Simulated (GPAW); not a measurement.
# Core-hole calculation of the P K edge in zinc-blende (GaP)₁₋ₓ(InP)ₓ at x = 0.875

Aim: the P K edge in zinc-blende (GaP)₁₋ₓ(InP)ₓ at x = 0.875, one member of a composition series.

Main program and level: GPAW 26.7.0; X-ray absorption from dipole matrix elements to empty bands, plane-wave PAW LDA.

## Step 1: The structure

The cell holds 16 atoms: 7 In, 8 P and 1 Ga. Its edges and angles: a = 8.226 Å, b = 8.226 Å, c = 8.226 Å, α = 60.0°, β = 60.0°, γ = 60.0°. 16-atom zinc-blende cell, 7 of 8 Ga sites taken by In at random, lattice constants typed for the ends and interpolated (Vegard).

## Step 2: Relaxation

The cell was built by hand, so its atoms are relaxed first: near-edge features follow bond lengths closely.

Input file relax.py:

```python
import numpy as np
from ase import Atoms
from ase.parallel import parprint, paropen
from gpaw import GPAW, PW, FermiDirac, Mixer, MixerDif, setup_paths
from ase.optimize import BFGS

atoms = Atoms('InPInPInPGaPInPInPInPInP',
    cell=[[0, 5.81675, 5.81675],
     [5.81675, 0, 5.81675],
     [5.81675, 5.81675, 0]],
    scaled_positions=[[0.998837, 0.999251, 0.99844],
     [0.123276, 0.124351, 0.119842],
     [0.999984, 0.001559, 0.499109],
     [0.126614, 0.123459, 0.624332],
     [0.998896, 0.500783, 0.000088],
     [0.123296, 0.626097, 0.127254],
     [0.99881, 0.501442, 0.499464],
     [0.124525, 0.624072, 0.625026],
     [0.501651, 0.000935, 0.001549],
     [0.625792, 0.125479, 0.126717],
     [0.502319, 0.997184, 0.498216],
     [0.623627, 0.121427, 0.622714],
     [0.501572, 0.497928, 0.999104],
     [0.624254, 0.620732, 0.126348],
     [0.498844, 0.5011, 0.497922],
     [0.623873, 0.621081, 0.623026]],
    pbc=True)
atoms.calc = GPAW(legacy_gpaw=True, mode=PW(400, force_complex_dtype=True), xc='LDA', setups={},
    kpts={'size': (3, 3, 3), 'gamma': True}, occupations=FermiDirac(0.08),
    charge=0, mixer=Mixer(0.1, 5, 50), maxiter=150,
    convergence={'density': 0.0001, 'eigenstates': 1e-6}, txt='relax.txt')
steps = []
opt = BFGS(atoms, logfile='-')
opt.attach(lambda: steps.append([atoms.get_potential_energy(), float(np.linalg.norm(atoms.get_forces(), axis=1).max())]))
done = opt.run(fmax=0.05, steps=30)
out = dict(done=bool(done), steps=steps, frac=atoms.get_scaled_positions().tolist())
import json
with paropen('out.json', 'w') as f:
    json.dump(out, f)
```

Run with:

```
$ OMP_NUM_THREADS=1 mpirun -n 4 gpaw python relax.py
```

Numbers of over 12 decimals in the logs are rounded to 6 here.

Output:

```text
Input parameters:
  convergence: {density: 0.0001,
                eigenstates: 1e-06}
  kpts: {gamma: True,
         size: (3, 3, 3)}
  maxiter: 150
  mixer: {backend: pulay,
          beta: 0.1,
          method: separate,
          nmaxold: 5,
          weight: 50}
  mode: {ecut: 400.0,
         force_complex_dtype: True,
         name: pw}
  occupations: {fixmagmom: False,
                name: fermi-dirac,
[...]
Forces in eV/Ang:
[...]
14 In    0.03704    0.01267    0.02067
 15 P     0.01279   -0.00995    0.00635
Step     Time          Energy          fmax
BFGS:    0 03:40:51      -78.132028        1.045861
BFGS:    1 03:41:35      -78.194987        0.887581
BFGS:    2 03:42:30      -78.354915        0.162769
BFGS:    3 03:42:53      -78.356474        0.156538
BFGS:    4 03:43:37      -78.358911        0.070594
BFGS:    5 03:44:05      -78.359389        0.044271
[key lines of the parts left out:]
Converged after 5 iterations.
Dipole moment: (-19.378916, -21.856873, -21.705090) |e|*Ang
Free energy:    -78.359389
Fermi level: 4.95191
```

Run time: 4.6 min. Hardware: 4 MPI ranks of Arm Neoverse V1, shared host; peak memory 0.37 GiB; 18 min of CPU time.

In 5 steps the energy fell by 228 meV (energies extrapolated to zero smearing) and the largest force to 0.044 eV/Å. Atom 4 (P; the text counts from 1, the script from 0) is among those that moved most, by 0.10 Å.

## Step 3: The field without a hole

The ground state comes first: it tells whether the system has a gap, which decides how the excited electron is treated.

Input file scf.py:

```python
import numpy as np
from ase import Atoms
from ase.parallel import parprint, paropen
from gpaw import GPAW, PW, FermiDirac, Mixer, MixerDif, setup_paths
from gpaw.test import gen
setup_paths.insert(0, '.')
gen('P', name='nch1s', xcname='LDA', corehole=(1, 0, 0), write_xml=True)
from gpaw.mpi import world
world.barrier()

atoms = Atoms('InPInPInPGaPInPInPInPInP',
    cell=[[0, 5.81675, 5.81675],
     [5.81675, 0, 5.81675],
     [5.81675, 5.81675, 0]],
    scaled_positions=[[0.0003313, 0.9990308, 0.9978827],
     [0.1254856, 0.124545, 0.122753],
     [0.9998954, 0.0008444, 0.497741],
     [0.1208932, 0.1386895, 0.6184803],
     [0.9997774, 0.499727, 0.0000785],
     [0.1200183, 0.6195817, 0.1393002],
     [0.9995725, 0.4995644, 0.5003971],
     [0.1188541, 0.6209617, 0.6202845],
     [0.5002104, 0.9997056, 0.0000422],
     [0.6249594, 0.1245508, 0.1248655],
     [0.5005069, 0.9966627, 0.500315],
     [0.6247418, 0.1227549, 0.6252326],
     [0.4993512, 0.5000106, 0.9988667],
     [0.6244704, 0.6249112, 0.124056],
     [0.4983946, 0.4979253, 0.4992391],
     [0.6387164, 0.6174316, 0.6196014]],
    pbc=True)
atoms.calc = calc = GPAW(legacy_gpaw=True, mode=PW(400, force_complex_dtype=True), xc='LDA', setups={1: 'nch1s'},
    kpts={'size': (3, 3, 3), 'gamma': True}, occupations=FermiDirac(0.05),
    charge=0, mixer=Mixer(0.1, 5, 50), maxiter=150,
    convergence={'density': 0.0001, 'eigenstates': 1e-6}, txt='scf.txt')
energy = atoms.get_potential_energy() + calc.get_reference_energy()
ef = calc.get_fermi_level()
out = dict(energy=energy, fermi=ef, forces=atoms.get_forces().tolist())
parprint(f'all-electron energy {energy:.4f} eV, Fermi level {ef:.4f} eV')
ev = np.array([[calc.get_eigenvalues(k, s) for k in range(len(calc.get_ibz_k_points()))] for s in range(calc.get_number_of_spins())])
out['homo'], out['lumo'], out['counts'] = ev[ev < ef].max(), ev[ev > ef].min(), sorted(set((ev < ef).sum((0, 2)).tolist()))
out['filled'] = (ev[:, 0] < ef).sum(1).tolist()
import json
with paropen('out.json', 'w') as f:
    json.dump(out, f)
```

Run with:

```
$ OMP_NUM_THREADS=1 mpirun -n 4 gpaw python scf.py
```

Output:

```text
Input parameters:
  convergence: {density: 0.0001,
                eigenstates: 1e-06}
  kpts: {gamma: True,
         size: (3, 3, 3)}
  maxiter: 150
  mixer: {backend: pulay,
          beta: 0.1,
          method: separate,
          nmaxold: 5,
          weight: 50}
  mode: {ecut: 400.0,
         force_complex_dtype: True,
         name: pw}
  occupations: {fixmagmom: False,
                name: fermi-dirac,
                width: 0.05}
  setups: {1: nch1s}

Initialize ...

[... PAW data sets ...]

Reference energy: -1245828.935517  # eV

Spin-paired calculation

[... convergence settings ...]
Symmetries present (total): 1
  [... symmetry matrices ...]

27 k-points: 3 x 3 x 3 Monkhorst-Pack grid
14 k-points in the irreducible part of the Brillouin zone
       k-points in crystal coordinates                weights
   0:     0.00000000    0.00000000    0.00000000          1/27
   1:     0.00000000    0.00000000    0.33333333          2/27
   2:     0.00000000    0.33333333   -0.33333333          2/27
   3:     0.00000000    0.33333333    0.00000000          2/27
   4:     0.00000000    0.33333333    0.33333333          2/27
   5:     0.33333333   -0.33333333   -0.33333333          2/27
   6:     0.33333333   -0.33333333    0.00000000          2/27
   7:     0.33333333   -0.33333333    0.33333333          2/27
   8:     0.33333333    0.00000000   -0.33333333          2/27
   9:     0.33333333    0.00000000    0.00000000          2/27
          ...
  13:     0.33333333    0.33333333    0.33333333          2/27

Wave functions: Plane wave expansion
  Cutoff energy: 400.000 eV
  Number of coefficients (min, max): 7119, 7150
  Pulay-stress correction: 0.000000 eV/Ang^3 (de/decut=0.000000)
  Using FFTW library
  Wavefunction extrapolation:
    Improved wavefunction reuse through dual PAW basis

Occupation numbers: Fermi-Dirac:
  width: 0.0500  # eV

Eigensolver
   Davidson(niter=2)

Densities:
  Coarse grid: 40*40*40 grid
  Fine grid: 80*80*80 grid
  Total Charge: 0.000000

Density mixing:
  Method: separate
  Backend: pulay
  Linear mixing parameter: 0.1
  old densities: 5
  Width of damping distribution: 1.1
  Damping of long wavelength oscillations: 50

[... Hamiltonian set-up ...]
Number of atoms: 16
Number of atomic orbitals: 99
Number of bands in calculation: 85
Number of valence electrons: 134
Bands to converge: occupied

... initialized

Initializing position-dependent things.

Density initialized from atomic densities
Creating initial wave functions:
  85 bands from LCAO basis set

                       Ga

              In         P  In
               In  In         In
                P
                     In            In
                  P

         P             P

               P
                P

       P

Atomic positions and initial magnetic moments

Positions:
   0 In    11.615547    5.806361    5.813039    ( 0.0000,  0.0000,  0.0000)
   1 P      1.438471    1.443942    1.454365    ( 0.0000,  0.0000,  0.0000)
   2 In     2.900147    8.711377    5.821053    ( 0.0000,  0.0000,  0.0000)
   3 P      4.404267    4.300751    1.509928    ( 0.0000,  0.0000,  0.0000)
   4 In     2.907244    5.815912    8.722242    ( 0.0000,  0.0000,  0.0000)
   5 P      4.414226    1.508391    4.302068    ( 0.0000,  0.0000,  0.0000)
   6 Ga     5.816526    8.724948    8.720105    ( 0.0000,  0.0000,  0.0000)
[...]
13 P      4.356555    4.353991    7.267340    ( 0.0000,  0.0000,  0.0000)
  14 In     5.800256    5.802986    5.795344    ( 0.0000,  0.0000,  0.0000)
  15 P      7.195512    7.319320    7.306699    ( 0.0000,  0.0000,  0.0000)

Unit cell:
           periodic     x           y           z      points  spacing
  1. axis:    yes    0.000000    5.816750    5.816750    40     0.1679
  2. axis:    yes    5.816750    0.000000    5.816750    40     0.1679
  3. axis:    yes    5.816750    5.816750    0.000000    40     0.1679

  Lengths:   8.226127   8.226127   8.226127
  Angles:   60.000000  60.000000  60.000000

Effective grid spacing dv^(1/3) = 0.1832

iter:   1   -81.151642
iter:   2   -80.143698   -1.68  -1.10
iter:   3   -78.498057   -1.52  -1.17
iter:   4   -78.431995   -3.11  -1.54
iter:   5   -78.399409   -2.77  -1.63
iter:   6   -78.379643c  -2.85  -2.28
iter:   7   -78.359347c  -3.86  -2.29
iter:   8   -78.358724c  -4.98  -2.73
iter:   9   -78.358246c  -4.86  -2.84
iter:  10   -78.358371c  -4.82  -3.26
iter:  11   -78.358063c  -5.42  -3.19
iter:  12   -78.358055c  -6.41c -3.72
iter:  13   -78.358030c  -6.24c -3.97
iter:  14   -78.358025c  -7.19c -4.03c

Converged after 14 iterations.

Dipole moment: (-19.375070, -21.855496, -21.703578) |e|*Ang

Energy contributions relative to reference atoms: (reference = -1245828.935517)

Kinetic:       +161.236516
Potential:     -149.028022
External:        +0.000000
XC:             -92.584729
Entropy (-ST):   -0.000698
Local:           +2.018559
SIC:             +0.000000
--------------------------
Free energy:    -78.358374
Extrapolated:   -78.358025

Showing only first 2 kpts
 Kpt  Band  Eigenvalues  Occupancy
  0    65      4.66847    1.98895
  0    66      4.66910    1.98882
  0    67      5.13234    0.03312
  0    68      5.83581    0.00000

  1    65      4.35807    1.99998
  1    66      4.35977    1.99998
  1    67      6.00053    0.00000
  1    68      6.37914    0.00000

Fermi level: 4.92814

Gap: 0.463 eV
Transition (v -> c):
  (s=0, k=0, n=66, [0.00, 0.00, 0.00]) -> (s=0, k=0, n=67, [0.00, 0.00, 0.00])
No difference between direct/indirect transitions

Forces in eV/Ang:
  0 In    0.00181    0.00348    0.00009
  1 P     0.01696   -0.00491   -0.01080
  2 In   -0.00231    0.03031   -0.01309
  3 P    -0.00227    0.01362   -0.01947
  4 In   -0.01097   -0.01397    0.01205
  5 P    -0.00417   -0.01615    0.00835
  6 Ga   -0.01401   -0.01101   -0.00255
[...]
13 P    -0.00618    0.01563   -0.01202
 14 In    0.02991    0.01381    0.01775
 15 P     0.01454   -0.01132    0.00476
Scalar-relativistic atomic LDA calculation for P (Phosphorus, Z=15)
Core hole in 1s state (1s occupation: 2.0)
450 radial gridpoints.
|------------------------------------------------|
|------------------------------------------------|
[... the atom generator's iteration count ...]

Energy contributions:
-------------------------
Kinetic:     +341.479749
XC:           -21.839194
Potential:   -660.402537
-------------------------
Total:       -340.761981

state      eigenvalue         ekin         rmax
-----------------------------------------------
1s^2.0 :   -76.281580   106.327718        0.068
2s^2.0 :    -6.362337    15.621703        0.420
2p^6.0 :    -4.575935    14.804944        0.354
3s^2.0 :    -0.515028     2.181743        1.565
3p^3.0 :    -0.205646     1.462587        1.827
-----------------------------------------------
(units: Bohr and Hartree)

Generating PAW setup
Kinetic energy of the core from tauc = 333.550059
Cutoffs:
rc(s)=1.800
rc(p)=1.800
rc(d)=1.800
rc(vbar)=1.620
rc(comp)=1.800
rc(nct)=1.800

Kinetic energy of the core states: 332.728503
Charge: 0.0
Core electrons: 10.0
Valence electrons: 5.0
Pseudo-core charge: 0.181656
Shape function alpha=3.086
Pseudo-electron charge 5.454854
state    eigenvalue         norm
--------------------------------
3s(2) :    -0.515028     1.126397
*s    :     0.484972
3p(3) :    -0.205646     1.006802
*p    :     0.794354
*d    :     0.000000
--------------------------------

Diagonalizing with gridspacing h=0.050

state   all-electron     PAW
-------------------------------
3s:      -0.515028    -0.515337
3p:      -0.205646    -0.205904
*d:                    0.038554
*f:                    0.072541
-------------------------------
all-electron energy -1245907.2935 eV, Fermi level 4.9281 eV
```

Elapsed: 81 s, on 4 MPI ranks; peak memory 0.37 GiB.

The mesh shows a gap of 0.46 eV. The excited electron is kept all the same, so that all members of the series, with or without a gap, are treated alike.

## Step 4: Cell without a hole, the energy reference

The photon energy needs a difference of total energies, so the cell and mesh of the coming hole run are first run without a hole.

Changes to scf.py since step 3:

```diff
@@ -32,3 +32,3 @@
 atoms.calc = calc = GPAW(legacy_gpaw=True, mode=PW(400, force_complex_dtype=True), xc='LDA', setups={1: 'nch1s'},
-    kpts={'size': (3, 3, 3), 'gamma': True}, occupations=FermiDirac(0.05),
+    kpts={'size': (3, 3, 3), 'gamma': True}, occupations=FermiDirac(0.02),
     charge=0, mixer=Mixer(0.1, 5, 50), maxiter=150,
```

Output:

```text
Input parameters:
  convergence: {density: 0.0001,
                eigenstates: 1e-06}
  kpts: {gamma: True,
         size: (3, 3, 3)}
  maxiter: 150
  mixer: {backend: pulay,
          beta: 0.1,
          method: separate,
          nmaxold: 5,
          weight: 50}
  mode: {ecut: 400.0,
         force_complex_dtype: True,
         name: pw}
  occupations: {fixmagmom: False,
                name: fermi-dirac,
[...]
3s(2) :    -0.515028     1.126397
*s    :     0.484972
3p(3) :    -0.205646     1.006802
*p    :     0.794354
*d    :     0.000000
--------------------------------

Diagonalizing with gridspacing h=0.050

state   all-electron     PAW
-------------------------------
3s:      -0.515028    -0.515337
3p:      -0.205646    -0.205904
*d:                    0.038554
*f:                    0.072541
-------------------------------
all-electron energy -1245907.2938 eV, Fermi level 4.9111 eV
[key lines of the parts left out:]
Converged after 14 iterations.
Dipole moment: (-19.374558, -21.855187, -21.703270) |e|*Ang
Free energy:    -78.358251
Fermi level: 4.91106
```

The job ended after 82 s (4 MPI ranks; peak memory 0.37 GiB; 5.4 min of CPU time).

Reference energy: -1245907.294 eV with the cores included.

(Continued in part 2 of 2.)

[Banner, clock and machine lines of the logs are left out without a mark of their own.]

[Logs are printed without paths, hosts, clocks, repeated set-up lines and the standing remarks that a program may print on its own settings, such as how far it seeks lower states.]

[Hosts, paths, dates, database ids (printed as entryN), source tags and the programs' standing remarks are cut or masked in the printed files.]

[Lists of maxima count a maximum above −3 eV only where it reaches 4 % of the highest in the window and stands out from its surroundings by 2 % of it (1.5 % where it reaches 55 %); shoulders and weaker maxima are passed over, and of the rest the first, up to two pre-edge ones and the few strongest are named.]
